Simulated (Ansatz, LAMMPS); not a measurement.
# Binding across the interface in amorphous film on crystalline C with 5 % Si on C sites, (100) (216 atoms)

How much energy holds the two parts of amorphous film on crystalline C with 5 % Si on C sites, (100) (216 atoms) together, and how does it fall off with distance?

Method: Kohn-Sham DFT, PBE, PAW (set soft_2), plane waves, in Ansatz 0.2.0.

### 1. Starting point

The cell holds 216 atoms: 205 C and 11 Si. Its edges and angles: a = 10.698 Å, b = 10.698 Å, c = 22.983 Å, α = 90.0°, β = 90.0°, γ = 90.0°. It derives from C (diamond C) and Si. A 3 x 3 x 3 block of diamond C (a = 3.566 Å), 5 % of C replaced at random by Si with its (100) planes normal to z; the lower 33 % held fixed, the rest melted at 8000 K for 10 ps and cooled to 500 K at 100 K/ps with the Tersoff potential (Tersoff, Phys. Rev. B 39, 5566 (1989)); then all atoms free for 10 ps at 500 K, under 12 Å of vacuum. Minimised at fixed cell. Regions: crystal, 72 atoms (69 C and 3 Si); amorphous, 144 atoms (136 C and 8 Si). Vacuum lies along c.

What the set-up can't give: The network of bonds at the start is that of the classical potential that made the cell, and needn't be the one that DFT or experiment would give. The main run has no spin polarisation, so any moments at edges, vacancies or dangling bonds can't form in it. Only the Γ point is sampled, in a cell whose shortest periodic width is 11 Å.

### 2. Single point at the start

A single point comes first, to see the forces before anything moves.

File input.yaml:

```yaml
crystal:
  lattice:
    - [10.698, 0.0, 0.0]
    - [0.0, 10.698, 0.0]
    - [0.0, 0.0, 22.98329]
  atoms:
    - { symbol: C, position: [0.02118, 0.1779, 0.93151] }
    - { symbol: C, position: [0.07663, 0.27889, 0.9666] }
    - { symbol: C, position: [0.98656, 0.36048, 0.00387] }
    - { symbol: C, position: [0.07093, 0.44267, 0.04642] }
    - { symbol: C, position: [0.15927, 0.19452, 0.0064] }
    - { symbol: C, position: [0.23986, 0.27373, 0.04752] }
    - { symbol: C, position: [0.15915, 0.36011, 0.93466] }
    - { symbol: C, position: [0.23883, 0.44109, 0.9681] }
    - { symbol: C, position: [0.98833, 0.52743, 0.93316] }
    - { symbol: C, position: [0.07279, 0.60746, 0.96604] }
    - { symbol: C, position: [0.9901, 0.69115, 0.00532] }
    - { symbol: C, position: [0.07162, 0.77871, 0.04143] }
    - { symbol: C, position: [0.15434, 0.52411, 0.00632] }
    - { symbol: C, position: [0.2368, 0.60697, 0.04349] }
    - { symbol: C, position: [0.15495, 0.68933, 0.93216] }
    - { symbol: C, position: [0.23859, 0.7746, 0.96305] }
    - { symbol: C, position: [0.98852, 0.85322, 0.93224] }
    - { symbol: C, position: [0.06909, 0.9422, 0.96208] }
    - { symbol: C, position: [0.98836, 0.0276, 0.00244] }
    - { symbol: C, position: [0.07529, 0.11037, 0.04293] }
    - { symbol: C, position: [0.15629, 0.86135, 0.00124] }
    - { symbol: C, position: [0.23957, 0.94269, 0.03922] }
    - { symbol: Si, position: [0.13702, 0.05155, 0.9083] }
    - { symbol: C, position: [0.24097, 0.11604, 0.96436] }
    - { symbol: C, position: [0.3239, 0.20089, 0.93431] }
    - { symbol: C, position: [0.40352, 0.27975, 0.96775] }
    - { symbol: C, position: [0.32205, 0.35869, 0.00807] }
    - { symbol: C, position: [0.4079, 0.4407, 0.04495] }
    - { symbol: C, position: [0.4872, 0.19586, 0.00374] }
    - { symbol: C, position: [0.57309, 0.27556, 0.04205] }
    - { symbol: C, position: [0.48298, 0.36088, 0.935] }
    - { symbol: C, position: [0.5702, 0.44139, 0.96539] }
    [... 178 atom lines left out ...]
    - { symbol: C, position: [0.40228, 0.95241, 0.11192] }
    - { symbol: C, position: [0.74033, 0.24281, 0.1737] }
    - { symbol: C, position: [0.23257, 0.37128, 0.40283] }
    - { symbol: C, position: [0.29335, 0.90351, 0.19597] }
    - { symbol: C, position: [0.20556, 0.47524, 0.29844] }
    - { symbol: C, position: [0.02916, 0.92308, 0.42848] }
kpoints:
  mp_grid: { grid: [1, 1, 1] }
hamiltonian:
  xc: pbe
scf:
  occupations: { method: fermi_dirac, width: 0.05 }
output:
  forces: true
```

Command:

```sh
ansatz run input.yaml --threads 4 --pin off --max-ram 8192MiB --backend cpu --events-out ev --progress --plain --runs-dir out
```

Numbers of over 12 decimals in the logs are rounded to 6 here.

The log of the run:

```text
[...]
Pseudopotentials: kind: paw
Pseudopotential: C, paw, valence charge 4, recommended cutoff 420 eV (normal), C.paw.azcp
Pseudopotential: Si, paw, valence charge 4, recommended cutoff 420 eV (normal), Si.paw.azcp
[... 5 lines on functional and potentials left out ...]
Crystal: 216 atoms, lattice volume = 2630.373 Å³
Basis set: ecut = 420 eV, 51353 PW (Γ), exchange–correlation on 144×144×320 points (8 copies of the dense FFT grid, shifted against one another)
Bands: 648, of which v1, the nominal top of the filled ones, is band 432 counted from 1 (431 counted from 0)
Symmetry: 1 space group operations
Space group: P1 (ITA 1), of the structure as read, at distance tolerance 1.4e-4 Å
k-points: 1
[... 5 lines on functional and potentials left out ...]
Initial density: superposition of atomic densities (neutral atoms: chi_scale 0, normalization atom), corrected by the library's trained network
Initial wavefunctions: pseudopotential atomic-orbital guess
[...]
SCF iter   1: F=—  HF=-58256.182772 eV  |F-HF|=—  |Δ(HF+E_count)|=         —  Δρ=2.49e-2  dr2=2.04e2  ethr=1.77e-3  ⟨swp⟩=7.0  Hψ=3381  notcnv=0  defer=177
preconditioner: auto → LDOS  [metal: Δε(μ)=0.053 eV  Ē_g=14.145 eV  σ=0.050 eV  W_gap=0.26  n_scr=508 (ndim 8)  ℏωp=21.3 eV  f_vac=0.364  D(μ)=46.45/eV (n_scr^D=248)  β→1.0]
[...]
SCF iter  15: F=—  HF=-58250.974800 eV  |F-HF|=—  |Δ(HF+E_count)|=   6.23e-7  Δρ=2.36e-6  dr2=2.52e-7  ethr=1.67e-10  ⟨swp⟩=2.0  Hψ=527  notcnv=0  defer=183
SCF iter  16: F=-58250.974800 eV  HF=-58250.974800 eV  |F-HF|=1.09e-8  |Δ(HF+E_count)|=   1.10e-7  Δρ=1.11e-6  dr2=5.17e-8  ethr=1.16e-11  ⟨swp⟩=4.0  Hψ=1808  notcnv=0
SCF 1 converged in 16 iterations: F = -58250.974800 eV  dr2 = 5.17e-8
[...]
SCF converged after 16 iterations
Free energy (F): -58250.974800 eV
Harris-Foulkes:  -58250.974800 eV  (|F-HF|=1.09e-8)
Internal energy: -58250.627758 eV  (E = F + TS)
E sigma→0 (E₀):  -58250.801279 eV
Entropy (-TS):   -0.347042 eV (-1.607 meV/atom)
Fermi energy:    3.969162 eV
--- Per-component energies (eV) ---
[...]
Σ components = -58250.974800   (vs F -58250.974800, Δ=0.00e0)
--- Forces (eV/Å), atoms counted from 1 ---
  atom   1  C     -0.31124730     0.08105437    -0.17242142
  atom   2  C     -0.20491193     0.81549397    -0.62463730
  atom   3  C      0.88118422     0.46209607     0.48879065
  atom   4  C      0.05082798    -0.02465646    -0.07229509
[...]
atom 216  C     -1.44473803     2.55901446     0.74499299
  max |Σ_I F_I| component: 4.83e-5 eV/Å
```

Wall time 50 s (4 threads of Intel Xeon Platinum 8488C (Sapphire Rapids), shared host); peak memory 4.1 GiB; 3 min of CPU time.

The r.m.s. force at the start is 1.1 eV/Å.

### 3. Relaxation

The atoms are relaxed in the fixed cell, aiming at the force tolerance of the input.

File input.yaml:

```yaml
crystal:
  lattice:
    - [10.698, 0.0, 0.0]
    - [0.0, 10.698, 0.0]
    - [0.0, 0.0, 22.98329]
  atoms:
    [... the 216 atom lines of step 2 ...]
kpoints:
  mp_grid: { grid: [1, 1, 1] }
hamiltonian:
  xc: pbe
scf:
  occupations: { method: fermi_dirac, width: 0.05 }
output:
  forces: true
relax:
  f_tol: 0.05
  max_steps: 120
```

The log of the run:

```text
[...]
Crystal: 216 atoms, lattice volume = 2630.373 Å³
Basis set: ecut = 420 eV, 51353 PW (Γ), exchange–correlation on 144×144×320 points (8 copies of the dense FFT grid, shifted against one another)
Bands: 648, of which v1, the nominal top of the filled ones, is band 432 counted from 1 (431 counted from 0)
Symmetry: 1 space group operations
[...]
k-points: 1
[...]
SCF iter   1: F=—  HF=-58256.182770 eV  |F-HF|=—  |Δ(HF+E_count)|=         —  Δρ=2.49e-2  dr2=2.04e2  ethr=1.77e-3  ⟨swp⟩=7.0  Hψ=3381  notcnv=0  defer=177
[...]
SCF iter  12: F=-58250.974780 eV  HF=-58250.974795 eV  |F-HF|=1.53e-5  |Δ(HF+E_count)|=   4.63e-6  Δρ=2.38e-5  dr2=2.75e-5  ethr=7.23e-9  ⟨swp⟩=3.0  Hψ=1508  notcnv=0
SCF 1 converged in 12 iterations: F = -58250.974780 eV  dr2 = 2.75e-5
[...]
relax step   1: F+E_penalty+E_count = -58250.97477954 eV  Δ(F+E_penalty+E_count) = +0.000e0 eV  max|allowed force component| = 4.649e0 eV/Å  Δτ_max = 0.0000 Å  (12 SCF iters, dr2 threshold 6.25e-5 eV, accepted)
[...]
relax step   2: F+E_penalty+E_count = -58263.30921851 eV  Δ(F+E_penalty+E_count) = -1.233e1 eV  max|allowed force component| = 2.890e0 eV/Å  Δτ_max = 0.1948 Å  (10 SCF iters, dr2 threshold 1.00e-4 eV, accepted)
[...]
relax step   3: F+E_penalty+E_count = -58268.68085633 eV  Δ(F+E_penalty+E_count) = -5.372e0 eV  max|allowed force component| = 1.146e0 eV/Å  Δτ_max = 0.1945 Å  (9 SCF iters, dr2 threshold 1.00e-4 eV, accepted)
relax step   4: F+E_penalty+E_count = -58271.77575653 eV  Δ(F+E_penalty+E_count) = -3.095e0 eV  max|allowed force component| = 1.809e0 eV/Å  Δτ_max = 0.2000 Å  (10 SCF iters, dr2 threshold 1.00e-4 eV, accepted)
relax step   5: F+E_penalty+E_count = -58276.20603054 eV  Δ(F+E_penalty+E_count) = -4.430e0 eV  max|allowed force component| = 2.814e0 eV/Å  Δτ_max = 0.1947 Å  (11 SCF iters, dr2 threshold 1.00e-4 eV, accepted)
relax step   6: F+E_penalty+E_count = -58277.38356184 eV  Δ(F+E_penalty+E_count) = -1.178e0 eV  max|allowed force component| = 9.078e0 eV/Å  Δτ_max = 0.1960 Å  (11 SCF iters, dr2 threshold 1.00e-4 eV, accepted)
relax step   7: F+E_penalty+E_count = -58280.22350673 eV  Δ(F+E_penalty+E_count) = -2.840e0 eV  max|allowed force component| = 2.941e0 eV/Å  Δτ_max = 0.2000 Å  (9 SCF iters, dr2 threshold 1.00e-4 eV, accepted)
relax step   8: F+E_penalty+E_count = -58281.32102516 eV  Δ(F+E_penalty+E_count) = -1.098e0 eV  max|allowed force component| = 7.780e-1 eV/Å  Δτ_max = 0.1950 Å  (9 SCF iters, dr2 threshold 1.00e-4 eV, accepted)
relax step   9: F+E_penalty+E_count = -58281.55976794 eV  Δ(F+E_penalty+E_count) = -2.387e-1 eV  max|allowed force component| = 1.576e0 eV/Å  Δτ_max = 0.2000 Å  (11 SCF iters, dr2 threshold 4.23e-5 eV, accepted)
relax step  10: F+E_penalty+E_count = -58282.11774059 eV  Δ(F+E_penalty+E_count) = -5.580e-1 eV  max|allowed force component| = 1.438e0 eV/Å  Δτ_max = 0.0581 Å  (8 SCF iters, dr2 threshold 1.00e-4 eV, accepted)
relax step  11: F+E_penalty+E_count = -58282.59676781 eV  Δ(F+E_penalty+E_count) = -4.790e-1 eV  max|allowed force component| = 7.628e-1 eV/Å  Δτ_max = 0.1956 Å  (9 SCF iters, dr2 threshold 1.00e-4 eV, accepted)
relax step  12: F+E_penalty+E_count = -58282.83346534 eV  Δ(F+E_penalty+E_count) = -2.367e-1 eV  max|allowed force component| = 9.424e-1 eV/Å  Δτ_max = 0.0550 Å  (8 SCF iters, dr2 threshold 1.00e-4 eV, accepted)
relax step  13: F+E_penalty+E_count = -58283.66916398 eV  Δ(F+E_penalty+E_count) = -8.357e-1 eV  max|allowed force component| = 1.406e0 eV/Å  Δτ_max = 0.1952 Å  (10 SCF iters, dr2 threshold 1.00e-4 eV, accepted)
relax step  14: F+E_penalty+E_count = -58283.92172956 eV  Δ(F+E_penalty+E_count) = -2.526e-1 eV  max|allowed force component| = 3.241e0 eV/Å  Δτ_max = 0.1994 Å  (9 SCF iters, dr2 threshold 1.00e-4 eV, accepted)
relax step  15: F+E_penalty+E_count = -58284.46218219 eV  Δ(F+E_penalty+E_count) = -5.405e-1 eV  max|allowed force component| = 1.290e0 eV/Å  Δτ_max = 0.0769 Å  (7 SCF iters, dr2 threshold 1.00e-4 eV, accepted)
relax step  16: F+E_penalty+E_count = -58284.59760272 eV  Δ(F+E_penalty+E_count) = -1.354e-1 eV  max|allowed force component| = 9.079e-1 eV/Å  Δτ_max = 0.2000 Å  (9 SCF iters, dr2 threshold 1.00e-4 eV, accepted)
relax step  17: F+E_penalty+E_count = -58284.82709988 eV  Δ(F+E_penalty+E_count) = -2.295e-1 eV  max|allowed force component| = 4.580e-1 eV/Å  Δτ_max = 0.0787 Å  (7 SCF iters, dr2 threshold 1.00e-4 eV, accepted)
relax step  18: F+E_penalty+E_count = -58284.89302586 eV  Δ(F+E_penalty+E_count) = -6.593e-2 eV  max|allowed force component| = 4.414e-1 eV/Å  Δτ_max = 0.0396 Å  (7 SCF iters, dr2 threshold 5.34e-5 eV, accepted)
relax step  19: F+E_penalty+E_count = -58284.99382800 eV  Δ(F+E_penalty+E_count) = -1.008e-1 eV  max|allowed force component| = 4.274e-1 eV/Å  Δτ_max = 0.1338 Å  (9 SCF iters, dr2 threshold 4.96e-5 eV, accepted)
relax step  20: F+E_penalty+E_count = -58285.03094286 eV  Δ(F+E_penalty+E_count) = -3.711e-2 eV  max|allowed force component| = 1.657e-1 eV/Å  Δτ_max = 0.0570 Å  (7 SCF iters, dr2 threshold 1.00e-4 eV, accepted)
relax step  21: F+E_penalty+E_count = -58285.04436033 eV  Δ(F+E_penalty+E_count) = -1.342e-2 eV  max|allowed force component| = 1.910e-1 eV/Å  Δτ_max = 0.0290 Å  (9 SCF iters, dr2 threshold 4.13e-6 eV, accepted)
relax step  22: F+E_penalty+E_count = -58285.05194161 eV  Δ(F+E_penalty+E_count) = -7.581e-3 eV  max|allowed force component| = 8.222e-2 eV/Å  Δτ_max = 0.0216 Å  (8 SCF iters, dr2 threshold 5.48e-6 eV, accepted)
relax step  23: F+E_penalty+E_count = -58285.05560024 eV  Δ(F+E_penalty+E_count) = -3.659e-3 eV  max|allowed force component| = 7.238e-2 eV/Å  Δτ_max = 0.0203 Å  (11 SCF iters, accepted)
relax step  24: F+E_penalty+E_count = -58285.05948876 eV  Δ(F+E_penalty+E_count) = -3.889e-3 eV  max|allowed force component| = 7.136e-2 eV/Å  Δτ_max = 0.0505 Å  (11 SCF iters, accepted)
relax step  25: F+E_penalty+E_count = -58285.06175402 eV  Δ(F+E_penalty+E_count) = -2.265e-3 eV  max|allowed force component| = 6.246e-2 eV/Å  Δτ_max = 0.0226 Å  (7 SCF iters, dr2 threshold 3.95e-6 eV, accepted)
relax step  26: F+E_penalty+E_count = -58285.06376083 eV  Δ(F+E_penalty+E_count) = -2.007e-3 eV  max|allowed force component| = 4.327e-2 eV/Å  Δτ_max = 0.0153 Å  (7 SCF iters, dr2 threshold 2.99e-6 eV, accepted)
[...]
relax step  27: F+E_penalty+E_count = -58285.06376181 eV  Δ(F+E_penalty+E_count) = -9.815e-7 eV  max|allowed force component| = 4.330e-2 eV/Å  Δτ_max = 0.0000 Å  (5 SCF iters, accepted)
SCF converged after 5 iterations
Free energy (F): -58285.063762 eV
[...]
Internal energy: -58284.872354 eV  (E = F + TS)
E sigma→0 (E₀):  -58284.968058 eV
Entropy (-TS):   -0.191408 eV (-0.886 meV/atom)
Fermi energy:    4.186313 eV
[...]
--- Forces (eV/Å), atoms counted from 1 ---
  atom   1  C      0.00672063     0.00393245    -0.00411832
  atom   2  C     -0.00006010     0.00092770     0.00374732
  atom   3  C      0.00537184     0.00098138    -0.00290598
  atom   4  C     -0.00242324     0.00196500     0.00066294
  atom   5  C      0.00788646     0.00237460     0.00026713
  atom   6  C      0.00140043    -0.00035973    -0.00251570
  atom   7  C     -0.00591774    -0.00658177    -0.00333860
  atom   8  C      0.00163629     0.00053838    -0.01213346
  atom   9  C      0.00194778    -0.00057965    -0.00337878
  atom  10  C      0.00243401    -0.00755286    -0.00220206
  atom  11  C     -0.00178598    -0.00102123    -0.00044139
  atom  12  C      0.00396145     0.00280358    -0.00035318
  atom  13  C     -0.00310705     0.00178971     0.00139454
  atom  14  C     -0.00253627     0.00045417    -0.00082517
[...]
atom 215  C     -0.00419999     0.00363738    -0.00280918
  atom 216  C     -0.00679417    -0.00038056     0.00160071
  max |Σ_I F_I| component: 5.07e-5 eV/Å
--- Relaxed structure (27 steps of the walk, 27 accepted, 0 SCFs on fresh bases) ---
  F+E_penalty+E_count = -58285.06376181 eV   max|allowed force component| = 4.330e-2 eV/Å
  atoms:
    - { symbol: C, position: [0.014745, 0.144314, 0.944526] }
    - { symbol: C, position: [0.077671, 0.268948, 0.967243] }
    - { symbol: C, position: [0.990676, 0.361433, 0.00220711] }
    - { symbol: C, position: [0.073672, 0.440041, 0.044662] }
[...]
- { symbol: C, position: [-0.00394278, 0.920432, 0.429968] }
```

Elapsed: 13 min, on 4 threads; peak memory 4.1 GiB.

The relaxation converged after 27 steps, 34.1 eV below its start, with a largest force component of 0.043 eV/Å.

(Continued in part 2 of 3.)

[Logs are printed without paths, hosts, clocks, repeated set-up lines and the standing remarks that a program may print on its own settings, such as how far it seeks lower states.]

[Hosts, paths, dates, database ids (printed as entryN), source tags and the programs' standing remarks are cut or masked in the printed files.]
